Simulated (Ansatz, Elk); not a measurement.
## How far do independent atoms describe BeS2?

The structure of BeS2 used here is made up (a known structure type with other elements) and was relaxed beforehand with PBE. The aim is the Fourier transform of its all-electron density, F(hkl), set beside the sum over free spherical atoms that refinements use.

Program: Elk 11.2.3 (patched build). Level of theory: DFT, PBE, all-electron APW+lo, Dirac cores, scalar-relativistic bands, static density, no spin. Results are calculated unless marked as measured.

This account leaves out most program logs.

The structure was built from a prototype and need not be the compound's stable phase.

## Step 1: Set-up

Symmetry: P-3m1, No. 164, trigonal system. Conventional cell: a = 3.372 Å, b = 3.372 Å, c = 4.343 Å, α = 90.00°, β = 90.00°, γ = 120.00°. Nearest to S lie 3 Be at 2.26 Å. Nearest to Be lie 6 S at 2.26 Å. Farther neighbours and most contacts between anions are not listed.

## Step 2: Ground state and structure factors

An all-electron density is needed, since X-rays see the cores too. Task 0 finds the density and task 195 Fourier-transforms it; tshift is off so that phases refer to the origin typed.

elk.in

```
tasks
  0
  195

xctype
  20

spinpol
  .false.

rgkmax
  7.0

gmaxvr
  14.0

lmaxo
  7

lmaxapw
  8

swidth
  0.002

tshift
  .false.

ramdisk
  .false.

hmaxvr
  5.5

maxscl
  120

epspot
  1e-06

sppath
  './'

avec
  6.37188313433 -0.00000000000 -0.00000000000
  -3.18594156717 5.51821266428 0.00000000000
  -0.00000000000 0.00000000000 8.20682072015

atoms
  2
  'S.in'
  2
  0.6666666667 0.3333333333 0.7366393813   0.000000 0.000000 0.000000
  0.3333333333 0.6666666667 0.2633606187   0.000000 0.000000 0.000000
  'Be.in'
  1
  0.0000000000 -0.0000000000 0.0000000000   0.000000 0.000000 0.000000

ngridk
  8 8 5
```

Command:

```bash
$ OMP_NUM_THREADS=4 elk
```

It took 6.5 s on 4 threads of Arm Neoverse V2, shared host; peak memory 0.16 GiB.

SFACRHO.OUT:

```text

h k l indices transformed by vhmat matrix:
   1.000000000       0.000000000       0.000000000    
   0.000000000       1.000000000       0.000000000    
   0.000000000       0.000000000       1.000000000    

      h      k      l  multipl.   |H|            Re(F)            Im(F)           |F|

      0      0      0      1   0.0000000       35.999999     -0.65472577E-16   35.999999    
      0      0     -1      2  0.76560528      0.71769726     -0.13978313E-16  0.71769726    
      0      1      0      6   1.1386269      -9.6024331      0.53736254E-17   9.6024331    
      1     -1      1      6   1.3720870       21.996374      0.52726752E-15   21.996374    
      1     -1     -1      6   1.3720870      -16.007039     -0.39966579E-14   16.007039    
      0      0     -2      2   1.5312106      -18.668234     -0.80339556E-14   18.668234    
      0      1      2      6   1.9081606       8.2159540     -0.29750817E-14   8.2159540    
      1     -1     -2      6   1.9081606       13.476910      0.20050379E-14   13.476910    
     -2      1      0      6   1.9721596       19.707198     -0.91074252E-16   19.707198    
     -1     -1     -1     12   2.1155531      0.12369620     -0.98875723E-17  0.12369620    
     -2      2      0      6   2.2772538      -6.8968346     -0.15521595E-16   6.8968346    
      0      0     -3      2   2.2968159       5.6927995      0.29859476E-14   5.6927995    
      0     -2     -1      6   2.4025062      -11.831537     -0.30173141E-14   11.831537    
     -2      2      1      6   2.4025062       16.338609     -0.11241328E-16   16.338609    
      2     -1      2     12   2.4968018      -14.389593      0.26348561E-15   14.389593    
      0      1     -3      6   2.5635589       13.000085      0.99956390E-14   13.000085    
     -1      0      3      6   2.5635589      -13.903795      0.70140989E-14   13.903795    
      2      0      2      6   2.7441739       6.8524074     -0.19869027E-14   6.8524074
```

Elk indexes on the primitive cell of elk.in and gives |H| = 4π sin θ/λ in inverse bohr. Below, one row stands for each form hkl of the conventional cell (m members, Friedel mates merged), F is for one primitive cell and the density is static (no thermal factor). Free-atom factors are Waasmaier and Kirfel's, and R is Σm||F|−|F'||/Σm|F|.

```
hkl   m  sin θ/λ (Å⁻¹)  abs F, DFT  neutral atoms   diff.
001   2          0.115       0.718          0.568  +0.149
100   6          0.171       9.602          9.660  -0.057
011   6          0.206      21.996         21.826  +0.171
101   6          0.206      16.007         15.945  +0.062
002   2          0.230      18.668         18.519  +0.149
012   6          0.287       8.216          8.162  +0.054
102   6          0.287      13.477         13.514  -0.037
110   6          0.297      19.707         19.883  -0.176
111  12          0.318       0.124          0.185  -0.061
200   6          0.343       6.897          6.850  +0.047
003   2          0.345       5.693          5.809  -0.116
021   6          0.361      11.832         11.960  -0.128
201   6          0.361      16.339         16.507  -0.169
112  12          0.376      14.390         14.406  -0.016
```

## Step 3: The highest occupied states alone

An energy window below the Fermi level keeps the highest occupied states, to see at which angles they scatter; shallow core shells can lie inside it and anion s states outside. No new self-consistency is needed.

Changes to elk.in since step 2:

```diff
@@ -1,3 +1,2 @@
 tasks
-  0
   195
@@ -40,2 +39,5 @@
 
+wsfac
+  -0.219400 0.521590
+
 sppath
```

Command:

```bash
$ OMP_NUM_THREADS=4 elk
```

Wall time 2.2 s (4 threads); peak memory 0.17 GiB; 2.7 s of CPU time.

States within 12 eV below the Fermi level hold 11.16 electrons; any levels below the window count with the cores, and a count that is not whole means the window cuts a band. Their amplitudes can exceed the total, where window and core parts have opposite phase:

```
hkl  sin θ/λ (Å⁻¹)  abs F, window  abs F, all
001          0.115          0.320       0.718
100          0.171          1.345       9.602
011          0.206          2.420      21.996
101          0.206          1.746      16.007
002          0.230          1.713      18.668
012          0.287          0.163       8.216
102          0.287          0.341      13.477
110          0.297          0.201      19.707
111          0.318          0.114       0.124
200          0.343          0.069       6.897
```

## Step 4: Another functional

The difference from free atoms is small, so it is set against the change that LDA (Perdew-Wang) makes.

Changes to elk.in since step 3:

```diff
@@ -1,2 +1,3 @@
 tasks
+  0
   195
@@ -4,3 +5,3 @@
 xctype
-  20
+  3
 
@@ -39,5 +40,2 @@
 
-wsfac
-  -0.219400 0.521590
-
 sppath
```

Command:

```bash
$ OMP_NUM_THREADS=4 elk
```

Wall time 4.3 s (4 threads); peak memory 0.17 GiB; 12 s of CPU time.

Against the first run R = 0.19 %; the largest change is -0.037 at 205.

## Step 5: A coarser k-mesh

About half the k-points along each axis test the sampling.

Changes to elk.in since step 4:

```diff
@@ -5,3 +5,3 @@
 xctype
-  3
+  20
 
@@ -59,2 +59,2 @@
 ngridk
-  8 8 5
+  4 4 2
```

Command:

```bash
$ OMP_NUM_THREADS=4 elk
```

Wall time 4 s (4 threads); peak memory 0.17 GiB; 7.1 s of CPU time.

Against the first run R = 0.03 %; the largest change is -0.054 at 002.

## Step 6: Basis size

The basis and the expansions that go with it are enlarged, to see whether the differences are converged.

Changes to elk.in since step 5:

```diff
@@ -11,12 +11,12 @@
 rgkmax
-  7.0
+  8.5
 
 gmaxvr
-  14.0
+  18.0
 
 lmaxo
-  7
+  9
 
 lmaxapw
-  8
+  10
 
@@ -59,2 +59,2 @@
 ngridk
-  4 4 2
+  8 8 5
```

Command:

```bash
$ OMP_NUM_THREADS=4 elk
```

Run time: 17 s. Hardware: 4 threads; peak memory 0.17 GiB.

Against the first run R = 0.01 %; the largest change is +0.002 at 002.

## Step 7: Settings against the effect

```
                              run  R against the first run (%)  R against neutral atoms, low angle (%)  wall time
                    PBE, rgkmax 7                         0.00                                    0.69      6.5 s
                LDA (Perdew-Wang)                         0.19                                    0.66      4.3 s
                     k-mesh 4×4×2                         0.03                                    0.62        4 s
rgkmax 8.5 with larger expansions                         0.01                                    0.69       17 s
```

## Step 8: Summary of results

* R against neutral atoms, sin θ/λ < 0.3 Å⁻¹: 0.69 %
* R against neutral atoms, 0.3 to 0.83 Å⁻¹: 0.39 %

In words: Independent neutral atoms miss the calculated amplitudes by R = 0.69 % below 0.3 Å⁻¹ and 0.39 % from there to 0.83 Å⁻¹; by shells, 20.83 % below 0.15 Å⁻¹ (1 form), 0.64 % 0.15 to 0.3 (7 forms), 0.70 % 0.3 to 0.45 (10 forms), 0.35 % above 0.45 (84 forms). Bonding, aspherical density and the tables' own atoms all enter these figures, and the runs don't part them. The largest change of an amplitude is -0.18 electrons, at 110. Weak lines can change much in proportion: 001 goes from 0.57 to 0.72. The window's part falls from 11.2 electrons at the origin to at most 0.22 between 0.45 and 0.83 Å⁻¹. Below 0.3 Å⁻¹ the changes that finished (LDA (Perdew-Wang), k-mesh 4×4×2 and rgkmax 8.5 with larger expansions) move F by R = 0.11 % at most, against the 0.69 % that separates it from free atoms. A single amplitude moves by up to 0.05 electrons, against 0.18 for the largest difference from free atoms. Part of the difference isn't bonding: the tables are fits to free atoms and ions calculated by other methods than this functional. Thermal motion, anomalous dispersion and extinction are left out.

[Logs are printed without paths, hosts, clocks, repeated set-up lines and the standing remarks that a program may print on its own settings, such as how far it seeks lower states.]

[Hosts, paths, dates, database ids (printed as entryN), source tags and the programs' standing remarks are cut or masked in the printed files.]
